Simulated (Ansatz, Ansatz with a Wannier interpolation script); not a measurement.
# G0W0 band structure of As (buckled honeycomb monolayer)

Wanted: quasiparticle gap and band widths of As (buckled honeycomb monolayer) over the whole zone.

Calculated with Ansatz 0.2.0; PBEsol, Wannier functions and G0W0, plane waves, PAW.

### Step 1. The starting structure

The cell holds 2 atoms: 2 As. Cell: a = 3.544 Å, b = 3.544 Å, c = 26.000 Å, α = 90.0°, β = 90.0°, γ = 120.0°. Vacuum lies along c.

Coordinates:

```cif
data_structure
_symmetry_space_group_name_H-M 'P 1'
_symmetry_Int_Tables_number 1
_cell_length_a 3.5444
_cell_length_b 3.5444
_cell_length_c 26.0000
_cell_angle_alpha 90.000
_cell_angle_beta 90.000
_cell_angle_gamma 120.000
_cell_volume 282.87
loop_
_atom_site_label
_atom_site_type_symbol
_atom_site_fract_x
_atom_site_fract_y
_atom_site_fract_z
_atom_site_occupancy
As1 As 0.33333 0.66667 0.47329 1
As2 As 0.66667 0.33333 0.52671 1
```

The structure was relaxed with PBEsol. The structure was generated from a model, not taken from a measurement. The runs that relaxed it are not among those shown. The default PAW set here is soft_2. Its files were made with PBE. The Coulomb interaction is cut off across the vacuum.

### Step 2. PBEsol bands

Levels along a band path, at the cheap level, show where the edges lie and whether the meshes to come will hold them.

This step: DFT, PBEsol, plane waves, PAW.

input.yaml reads:

```yaml
crystal:
  lattice:
    - [3.5443795165, 0.0, 0.0]
    - [-1.7721897582, 3.0695227019, 0.0]
    - [0.0, 0.0, 26.0]
  atoms:
    - { symbol: As, position: [0.3333333333, 0.6666666667, 0.4732891036] }
    - { symbol: As, position: [0.6666666667, 0.3333333333, 0.5267108964] }
  periodic: [true, true, false]
kpoints:
  mp_grid: { grid: [12, 12, 1] }
  band_path:
    path:
      - [0, 0, 0]
      - [0.5, 0, 0]
      - [0.3333333333333, 0.3333333333333, 0]
      - [0, 0, 0]
    npoints: 10
hamiltonian:
  xc: pbesol
scf:
  occupations: { method: fermi_dirac, width: 0.02 }
  n_extra_bands: 138
output:
  eigenvalues: true
  forces: true
  stress: true
  fatbands: true
  write_density: true
  write_potential: true
  elf: true
  volumetric_format: npy
```

Run with:

```bash
ansatz run input.yaml --threads 12 --pin off --max-ram 27648MiB --backend cpu --events-out ev --progress --plain --runs-dir out
```

Numbers of over 12 decimals in the logs are rounded to 6 here.

The log of the run:

```text
scf.n_extra_bands = 138 over 15 filled bands (N_el = 30.0): the run solves 153 bands
Engine: ansatz 0.2.0, aarch64-unknown-linux-gnu
Pseudopotentials: kind: paw
Pseudopotential: As, paw, valence charge 15, recommended cutoff 420 eV (normal), As.paw.azcp
Functional definition: PBEsol
  exchange = pbesol_x
  correlation = pbesol_c
Crystal: 2 atoms, lattice volume = 282.868 Å³
Basis set: ecut = 420 eV, 5469 PW (Γ), exchange–correlation on 48×48×360 points (8 copies of the dense FFT grid, shifted against one another)
Bands: 153, of which v1, the nominal top of the filled ones, is band 15 counted from 1 (14 counted from 0)
Symmetry: 12 space group operations
Space group: P-3m1 (ITA 164), of the structure as read, at distance tolerance 6.6e-5 Å
k-points: 19 of 144
Non-local potential: As, projectors of the file, l = 0: 2, l = 1: 2, l = 2: 3, l = 3: 1
PAW form: soft (Blöchl's): semilocal exchange-correlation on the pseudo side does not see the compensation charge
PAW frozen core: As, regenerated for the run's functional, and the local potential with it (the file was generated under x = pbe(κ = 0.804, μ = 0.219515), c = pbe(β = 0.066725))
PAW one-centre angular grid: As, 590 points (default); XC on 64 Gauss nodes
Initial density: superposition of atomic densities (neutral atoms: chi_scale 0, normalization atom), corrected by the library's trained network
Initial wavefunctions: pseudopotential atomic-orbital guess
Functional: x = pbesol(κ = 0.804, μ = 0.123457), c = pbesol(β = 0.046)
SCF iter   1: F=—  HF=-9625.849849 eV  |F-HF|=—  |Δ(HF+E_count)|=         —  Δρ=1.11e-3  dr2=4.06e-3  ethr=1.77e-3  ⟨swp⟩=6.8  Hψ=13731  notcnv=0  defer=1998
preconditioner: auto → none  [insulator: Δε(μ)=1.486 eV  Ē_g=30.936 eV  σ=0.020 eV  W_gap=1.00  n_scr=14 (ndim 8)  ℏωp=7.0 eV  f_vac=0.792  D(μ)=0.00/eV (n_scr^D=0)  ε∞_Penn≈1.1]
SCF iter   2: F=—  HF=-9625.849204 eV  |F-HF|=—  |Δ(HF+E_count)|=   6.45e-4  Δρ=4.52e-4  dr2=4.99e-4  ethr=1.35e-5  ⟨swp⟩=3.4  Hψ=3811  notcnv=0  defer=2500
SCF iter   3: F=—  HF=-9625.849448 eV  |F-HF|=—  |Δ(HF+E_count)|=   2.43e-4  Δρ=1.16e-4  dr2=1.92e-5  ethr=1.66e-6  ⟨swp⟩=3.2  Hψ=894  notcnv=0  defer=2500
SCF iter   4: F=—  HF=-9625.849484 eV  |F-HF|=—  |Δ(HF+E_count)|=   3.64e-5  Δρ=2.11e-5  dr2=2.40e-6  ethr=6.40e-8  ⟨swp⟩=2.7  Hψ=1077  notcnv=0  defer=2500
iter 5 did not close the SCF: its close was put off for the readings that it lacked (scf_convergence_deferred on its scf_iter line)
SCF iter   5: F=-9625.849482 eV  HF=-9625.849482 eV  |F-HF|=2.43e-8  |Δ(HF+E_count)|=   1.93e-6  Δρ=5.54e-6  dr2=6.21e-8  ethr=8.00e-9  ⟨swp⟩=2.4  Hψ=2155  notcnv=0  defer=2500
SCF iter   6: F=-9625.849482 eV  HF=-9625.849482 eV  |F-HF|=2.40e-8  |Δ(HF+E_count)|=   6.38e-8  Δρ=1.71e-6  dr2=1.05e-8  ethr=2.07e-10  ⟨swp⟩=26.5  Hψ=34813  notcnv=0
SCF 1 converged in 6 iterations: F = -9625.849482 eV  dr2 = 1.05e-8
[...]
NSCF: frozen V_eff on 31 k-points
SCF converged after 6 iterations
Free energy (F): -9625.849482 eV
Harris-Foulkes:  -9625.849482 eV  (|F-HF|=2.40e-8)
Internal energy: -9625.849482 eV  (E = F + TS)
E sigma→0 (E₀):  -9625.849482 eV
Fermi energy:    -4.572495 eV
--- Per-component energies (eV) ---
  E_band       = -916.853989
  E_kinetic    = 204.944870
  E_local      = -44881.392189  (includes V_loc(G=0)·N_el)
  E_nonlocal   = -1336.805927
  E_hartree    = 22394.898743
  E_xc         = -156.718058
  E_vxc        = -157.427045  (∫ρ·V_xc dr)
  E_paw        = -3584.831467  (= ΣΔE_a)
  E_vpaw       = 464.026796  (= ΣTr[D̂ρ^β])
  E_aug_tail   = 0.000014  (compensation charges beyond the density's cutoff)
  E_ewald      = 17732.121675
  E_core_change = 1.932857  (= ΣΔE_core)
  E_smearing   = -0.000000  (= −TS)
  E_closure    = 0.000000  (closes the sum)
  Σ components = -9625.849482   (vs F -9625.849482, Δ=0.00e0)
--- Forces (eV/Å), atoms counted from 1 ---
  atom   1  As     0.00000000    -0.00000000    -0.00519299
  atom   2  As    -0.00000000     0.00000000     0.00519299
  max |Σ_I F_I| component: 5.78e-19 eV/Å
--- 2D stress c σ (N/m, compression-positive) ---
       -0.008792      -0.000000      -0.000000
       -0.000000      -0.008792       0.000000
        0.000000       0.000000       0.000000
  P = ½ c Tr σ = -0.0088 N/m
--- Band table (eV; the first three rows and the last of 19) ---
  k-point 0: bands = [... 11 lower, -12.6661, -6.0670, -5.3044, -5.3044, -3.2166, -1.7608 (-1.7608°), -1.7608 (-1.7608°), -0.4711 (-0.4760°), ... 134 higher]
  k-point 1: bands = [... 11 lower, -12.6414, -6.2505, -6.0149, -5.5279, -2.6181, -1.8496 (-1.8496°), -1.5340 (-1.5340°), -0.3290 (-0.3345°), ... 134 higher]
  k-point 2: bands = [... 11 lower, -12.6153, -7.6694, -6.0185, -5.8952, -3.0678, -1.0980 (-1.0980°), -1.0947 (-1.0947°), 0.0193 (0.0137°), ... 134 higher]
  k-point 18: bands = [... 11 lower, -15.4265, -9.9900, -7.4652, -7.4652, -3.5175, -0.7437, -0.7437, 2.7553, ... 134 higher]
  ° read free of the cell's end (the report's vacuum.weakly_bound_levels)
```

Elapsed: 14 s, on 12 threads of Arm Neoverse V2, shared host; peak memory 2.3 GiB.

Reading the cycles: dr2 is the Hartree energy of the density residual (eV), the measure of convergence; HF is the Harris–Foulkes estimate of the energy, which meets the free energy F at convergence.

This step gave:

* filled bands: 15
* gap: 1.482 eV
* valence top at: Γ
* conduction bottom at: k = (0.300, 0.000, 0.000)
* least direct gap: 2.088 eV

The gap is indirect, with the least direct gap 0.61 eV higher.

ELF in the ca plane at fractional y = 0.333, with atoms of As within 0.2 Å of it. It is the smooth field of the valence electrons, not physical close to the nuclei.

Values, 5 rows by 16 columns, each cell a mean:
```
0.00 0.00 0.00 0.00 0.00 0.00 0.00 0.02 0.12 0.33 0.56 0.63 0.76 0.29 0.02 0.00
0.00 0.00 0.00 0.00 0.00 0.00 0.00 0.00 0.02 0.18 0.38 0.45 0.87 0.49 0.05 0.00
0.00 0.00 0.00 0.00 0.00 0.00 0.00 0.01 0.11 0.32 0.55 0.63 0.77 0.31 0.02 0.00
0.00 0.00 0.00 0.00 0.00 0.00 0.00 0.09 0.49 0.59 0.51 0.35 0.20 0.03 0.00 0.00
0.00 0.00 0.00 0.00 0.00 0.00 0.01 0.10 0.51 0.60 0.50 0.32 0.17 0.03 0.00 0.00
```
Columns run along c (16.0 Å, from fractional 0.10 to 0.72 of the cell), rows up along a (3.5 Å). Atoms in or near the plane, at fractional coordinates: As at (0.53, 0.67).

Electrostatic potential energy in the ca plane at fractional y = 0.333, with atoms of As within 0.2 Å of it. With pseudopotentials it is smooth inside the atoms' cores, unlike the true potential.

Ten even steps from '0' (-18 eV) to '9' (0 eV), each cell a mean:
```
99999999999999999999999988765201379999999999
99999999999999999999999998861043048999999999
99999999999999999999999999850599228999999999
99999999999999999999999999860398038999999999
99999999999999999999999998863000168999999999
99999999999999999999999987666534689999999999
99999999999999999999999986445778899999999999
99999999999999999999999975335788999999999999
99999999999999999999999986556667889999999999
```
Columns run along c (16.0 Å, from fractional 0.10 to 0.72 of the cell; values clipped at the 3rd and 97th percentile), rows up along a (3.5 Å). Atoms in or near the plane, at fractional coordinates: As at (0.53, 0.67).

### Step 3. Wannier functions (As:4p) on 24×24×1

Localised functions give a small Hamiltonian that interpolates between mesh points at no cost.

This step: maximally localised Wannier functions, PBEsol, plane waves, PAW.

input.yaml, the sections that differ from step 2:

```yaml
kpoints:
  mp_grid: { grid: [12, 12, 1] }
scf:
  occupations: { method: fixed }
  n_extra_bands: 138
output:
  wannier:
    kmesh: [24, 24, 1]
    projections: [{ species: As, l: p, shell: 4 }]
    minimise: true
    write_hr: true
    seedname: w
    conv_tol: 1.0e-07
    max_iter: 4000
    disentanglement:
      window: [-10.14, 1.18]
      frozen_window: [-10.14, -1.82]
      conv_tol: 1.0e-08
# crystal, hamiltonian: as in step 2
```

The log of the run:

```text
[...]
Crystal: 2 atoms, lattice volume = 282.868 Å³
Basis set: ecut = 420 eV, 5469 PW (Γ)
Bands: 153, of which v1, the nominal top of the filled ones, is band 15 counted from 1 (14 counted from 0)
Symmetry: 12 space group operations
[...]
k-points: 19 of 144
[...]
SCF iter   1: F=—  HF=-9625.849965 eV  |F-HF|=—  |Δ(HF+E_count)|=         —  Δρ=1.11e-3  dr2=4.10e-3  ethr=1.77e-3  ⟨swp⟩=4.5  Hψ=10115  notcnv=0  defer=2555
[...]
SCF iter   6: F=-9625.849478 eV  HF=-9625.849478 eV  |F-HF|=5.82e-9  |Δ(HF+E_count)|=   8.00e-8  Δρ=1.11e-6  dr2=3.58e-9  ethr=2.03e-10  ⟨swp⟩=18.5  Hψ=36040  notcnv=0
SCF 1 converged in 6 iterations: F = -9625.849478 eV  dr2 = 3.58e-9
[...]
NSCF: frozen V_eff on 64 k-points
the Wannier pass solved 64 of the 576 points of its mesh, and has the states at the others by symmetry: states obtained by the crystal's operations at points that were solved too leave a residual of 6.83e-13 eV (read by the count's bands and the next), within 1.11e-5 eV
SCF converged after 6 iterations
Free energy (F): -9625.849478 eV
[...]
Internal energy: -9625.849478 eV  (E = F + TS)
E sigma→0 (E₀):  -9625.849478 eV
Fermi energy:    -5.304374 eV
[...]
--- Band table (eV; the first three rows and the last of 19) ---
  k-point 0: bands = [... 11 lower, -12.6661, -6.0670, -5.3044, -5.3044, -3.2166, -1.7608 (-1.7608°), -1.7608 (-1.7608°), -0.4695 (-0.4747°), ... 134 higher]
  k-point 1: bands = [... 11 lower, -12.6414, -6.2505, -6.0149, -5.5279, -2.6181, -1.8496 (-1.8496°), -1.5340 (-1.5340°), -0.3276 (-0.3334°), ... 134 higher]
  k-point 2: bands = [... 11 lower, -12.6153, -7.6694, -6.0185, -5.8951, -3.0678, -1.0980 (-1.0980°), -1.0943 (-1.0944°), 0.0206 (0.0147°), ... 134 higher]
  k-point 18: bands = [... 11 lower, -15.4265, -9.9900, -7.4651, -7.4651, -3.5174, -0.7436, -0.7436, 2.7554, ... 134 higher]
  ° read free of the cell's end (the report's vacuum.weakly_bound_levels)
  °? not known for the slab's own: over its row's bound_up_to_ev there, or no deeper under its free states than its continued_xc_part_ev in size
Wannier search: line search 1 of at most 4000: gauge-dependent spread (as the search counts it) 0.8327810 Å², largest recent change 2.1e-1 Å² and fall left 1.6e-5 Å² against conv_tol 1.0e-7 Å², 0 stops escaped
```

The job ended after 63 s (12 threads; peak memory 8.7 GiB; 12 min of CPU time).

w.win, one line in 2:

```text
! ansatz wannier90 interface
! states of the run's bands (counted from 1): 1-22
num_wann  = 6
conv_tol = 1e-7
dis_win_min = -10.14
dis_froz_min = -10.14
dis_num_iter = 10000
guiding_centres = true
write_hr = true
begin unit_cell_cart
        3.544379516475632   -2.886739361312317e-11                      0.0
                      0.0                      0.0                     26.0

As        0.3333333333333333       0.6666666666666666             0.4732891036
end atoms_frac
mp_grid = 24 24 1
```

Numbers from this step:

```yaml
gauge_invariant_spread: 19.05 Å²
diagonal_spread: 0.1690 Å²
off_diagonal_spread: 0.5910 Å²
total_spread: 19.81 Å²
least_projectability: 0.3998
localisation_steps: 26
disentanglement_steps: 118
r_m_s_interpolation_error: 8.83e-5 eV
r_m_s_error_near_the_gap: 1.02e-4 eV
```

Near the gap the model misses directly solved bands by 0.1 meV r.m.s. and by 1 meV at most in the window tested. This tests the starting bands, not the corrections carried with them.

Wannier functions, by row:

| function | x (Å) | y (Å) | z (Å) | spread (Å²) | nearest atom | distance (Å) |
| --- | --- | --- | --- | --- | --- | --- |
| 1 | -0.12 | 2.116 | 12.28 | 3.302 | As1 | 0.142 |
| 2 | 0.12 | 2.116 | 12.28 | 3.302 | As1 | 0.142 |
| 3 | 0 | 1.908 | 12.28 | 3.302 | As1 | 0.142 |
| 4 | 1.652 | 0.954 | 13.72 | 3.302 | As2 | 0.142 |
| 5 | 1.892 | 0.954 | 13.72 | 3.302 | As2 | 0.142 |
| 6 | 1.772 | 1.162 | 13.72 | 3.302 | As2 | 0.142 |

Frozen up to 3.48 eV; above it the model need not follow the bands. The electronic bands at the labelled points (eV, zero at the valence-band top):

| point | band 13 | band 14 | band 15 | band 16 | band 17 | band 18 |
| --- | --- | --- | --- | --- | --- | --- |
| Γ | -0.76 | 0.00 | 0.00 | 2.09 | 3.54 | 3.54 |
| halfway | -3.46 | -1.23 | -0.56 | 1.64 | 4.37 | 4.51 |
| M | -3.64 | -2.00 | -1.77 | 1.87 | 3.00 | 4.55 |
| halfway | -4.02 | -2.66 | -1.75 | 2.51 | 3.67 | 4.13 |
| K | -4.69 | -2.16 | -2.16 | 1.79 | 4.56 | 4.56 |
| halfway | -3.48 | -2.43 | -0.53 | 2.72 | 3.49 | 4.82 |
| Γ | -0.76 | 0.00 | 0.00 | 2.09 | 3.54 | 3.54 |

The same for Kohn-Sham, solved directly:

| point | band 13 | band 14 | band 15 | band 16 | band 17 | band 18 |
| --- | --- | --- | --- | --- | --- | --- |
| Γ | -0.76 | 0.00 | 0.00 | 2.09 | 3.54 | 3.54 |
| M | -3.64 | -2.00 | -1.77 | 1.87 | 3.00 | 4.55 |
| K | -4.69 | -2.16 | -2.16 | 1.79 | 4.56 | 4.56 |
| Γ | -0.76 | 0.00 | 0.00 | 2.09 | 3.54 | 3.54 |

The first set of electronic bands as a text plot (rows in eV, shown from -4.7 to 3.5 only):

```
    3.4 |+++            ++                          +++++++  ++++
    3.0 |                 ++++++  +            +++++     ++++
    2.7 |   ++                  +++            +++  +++++
    2.3 | ++  ++               +   ++        ++              +++
    2.0 |+      ++          +++      +++   ++                   +
    1.7 |         ++  ++++++            +++
    1.3 |           ++
    1.0 |
    0.6 |
    0.3 |
   -0.1 |***                                                 ****
   -0.4 | ****  ****                                *****  *****
   -0.7 |*******    **                            **     ********
   -1.1 |   **  ****  **                       ***       **
   -1.4 |           **  **                   **            **
   -1.8 |             ******************   **         ***
   -2.1 |     **          ******        ***
   -2.5 |                       ***  ****  **       **   **
   -2.8 |       **                 **
   -3.1 |                                    **   **  ***
   -3.5 |         **        ***                *******
   -3.8 |           ********   ****            ***
   -4.2 |                          **        **
   -4.5 |                            ********
         Γ                   M           K                      Γ
```

### Step 4. G0W0 at every point of the mesh: 12×12×1 mesh, 459 empty bands, screening to 80 eV

G0W0 replaces the xc potential by the self-energy, built once from these orbitals. Only a window of levels is corrected, while the sums run over the empty bands that the input names.

This step: G0W0 on PBEsol, plane waves, PAW.

input.yaml, the sections that differ from step 3:

```yaml
scf:
  occupations: { method: fixed }
gw:
  n_empty_bands: 459
  ecut_chi: 80.0
  qp_bands: [v3, c2]
  screening: { model: contour_deformation }
# crystal, kpoints, hamiltonian: as in step 3
# output: removed
```

The log of the run:

```text
[...]
Crystal: 2 atoms, lattice volume = 282.868 Å³
Basis set: ecut = 420 eV, 5469 PW (Γ)
Bands: 19, of which v1, the nominal top of the filled ones, is band 15 counted from 1 (14 counted from 0)
Symmetry: 12 space group operations
[...]
k-points: 19 of 144
[...]
SCF iter   1: F=—  HF=-9625.850896 eV  |F-HF|=—  |Δ(HF+E_count)|=         —  Δρ=1.12e-3  dr2=4.01e-3  ethr=1.77e-3  ⟨swp⟩=6.5  Hψ=1718  notcnv=0  defer=27
[...]
SCF iter   6: F=-9625.849478 eV  HF=-9625.849478 eV  |F-HF|=2.50e-9  |Δ(HF+E_count)|=   7.30e-8  Δρ=7.85e-7  dr2=1.17e-9  ethr=3.33e-10  ⟨swp⟩=14.1  Hψ=1956  notcnv=0
SCF 1 converged in 6 iterations: F = -9625.849478 eV  dr2 = 1.17e-9
[...]
G₀W₀ screening: q 1/19
[... further progress lines ...]
SCF converged after 6 iterations
Free energy (F): -9625.849478 eV
[...]
Internal energy: -9625.849478 eV  (E = F + TS)
E sigma→0 (E₀):  -9625.849478 eV
Fermi energy:    -5.304389 eV
[...]
--- Band table (eV; the first three rows and the last of 19) ---
  k-point 0: bands = [... 11 lower, -12.6660, -6.0670, -5.3044, -5.3044, -3.2166, -1.7608, -1.7608, -0.4695]
  k-point 1: bands = [... 11 lower, -12.6413, -6.2505, -6.0149, -5.5279, -2.6181, -1.8496 (-1.8496°), -1.5340, -0.3276]
  k-point 2: bands = [... 11 lower, -12.6153, -7.6694, -6.0185, -5.8951, -3.0678, -1.0980 (-1.0980°), -1.0943, 0.0206]
  k-point 18: bands = [... 11 lower, -15.4265, -9.9901, -7.4651, -7.4651, -3.5174, -0.7436, -0.7436, 2.7554]
  ° read free of the cell's end (the report's vacuum.weakly_bound_levels)
--- G₀W₀: contour deformation, 7 samples at zero and on the imaginary axis and 3 off it, 144 q-points, 459 empty bands' worth ---
  eigenvalues of the whole cell's RPA ε∞ on this k-mesh (on a slab, of 1 + 4πα/V) = 1.1439, 3.1983, 3.1983; static W/v taken at q = 0 is 0.563637
  bands read: the sum over 474 bands ends inside a degenerate multiplet in 2 slots, whose members it reads at an even weight; the widest, k=0: bands 474 to 475 (counted from 1) at 1/2 each
    ik  band        ε_KS         Σx   Σc(E_QP)       V_xc       Z   E_QP_lin       E_QP  E_QP is
     0    13     -6.0670   -13.7246     1.3989   -11.5733  0.7215    -6.8400    -6.8194  root
     0    14     -5.3044   -16.2691     0.5690   -15.2211  0.7469    -5.7880    -5.7833  root
     0    15     -5.3044   -16.2691     0.5690   -15.2211  0.7469    -5.7880    -5.7833  root
     0    16     -3.2166   -10.0659    -3.3455   -14.1482  0.7630    -2.4670    -2.4799  root
     0    17     -1.7608    -9.8198    -3.9058   -14.3932  0.7175    -1.0775    -1.0932  root
     1    13     -6.2505   -15.8945     0.8091   -14.6006  0.7367    -6.7416    -6.7353  root
     1    14     -6.0149   -13.8053     1.3624   -11.6978  0.7227    -6.7795    -6.7600  root
     1    15     -5.5279   -16.1953     0.6475   -15.0581  0.7447    -6.0227    -6.0175  root
     1    16     -2.6181    -9.8921    -3.4527   -14.0361  0.7502    -1.9128    -1.9270  root
     1    17     -1.8496    -9.6448    -3.7333   -14.0282  0.7255    -1.1851    -1.1996  root
     2    13     -7.6694   -15.8862     1.5878   -13.7540  0.7037    -8.2232    -8.2138  root
     2    14     -6.0185   -16.1445     0.8538   -14.7750  0.7394    -6.5407    -6.5342  root
     2    15     -5.8951   -14.1321     1.2832   -12.1273  0.7251    -6.6337    -6.6166  root
     2    16     -3.0678    -9.2891    -3.3526   -13.2738  0.7474    -2.4252    -2.4359  root
[...]
18    13     -9.9901   -15.8481     2.7039   -12.5717  0.6803   -10.5717   -10.5625  root
    18    14     -7.4651   -15.8578     1.8446   -13.4039  0.6947    -8.0939    -8.0743  root
    18    15     -7.4651   -15.8578     1.8446   -13.4039  0.6947    -8.0939    -8.0743  root
    18    16     -3.5174    -7.5806    -3.1813   -11.2790  0.7481    -2.9937    -3.0004  root
    18    17     -0.7436    -7.6727    -4.0953   -12.3201  0.7113    -0.1851    -0.1915  root
```

It took 11 min on 12 threads; peak memory 6.2 GiB.

Numbers from this step:

```
bands summed                                 : 474
plane waves in the screening matrix          : 487
q-points in the mesh                         : 144
G0W0 gap on the mesh                         : 2.478 eV
k of the valence top                         : 0, 0, 0
k of the conduction bottom                   : 0, 0.3333, 0
starting gap on the mesh                     : 1.486 eV
Z at the valence top                         : 0.7469
Z at the conduction bottom                   : 0.7561
least direct G0W0 gap on the computed points : 3.303 eV
```

The gap on the mesh goes from 1.49 eV to 2.48 eV, a correction of +0.99 eV. Between the two edge states, bare exchange in place of the xc potential would open the gap by 4.56 eV, and correlation takes back 3.57 eV.

(Continued in part 2 of 2.)

[Paths, hosts, dates, memory and timing lines, banners, echoed tables and standing remarks are left out of the program output.]

[Logs are printed without paths, hosts, clocks, repeated set-up lines and the standing remarks that a program may print on its own settings, such as how far it seeks lower states.]

[Runs of the session that timed out or met a known fault of the program may be left out.]

[Hosts, paths, dates, database ids (printed as entryN), source tags and the programs' standing remarks are cut or masked in the printed files.]
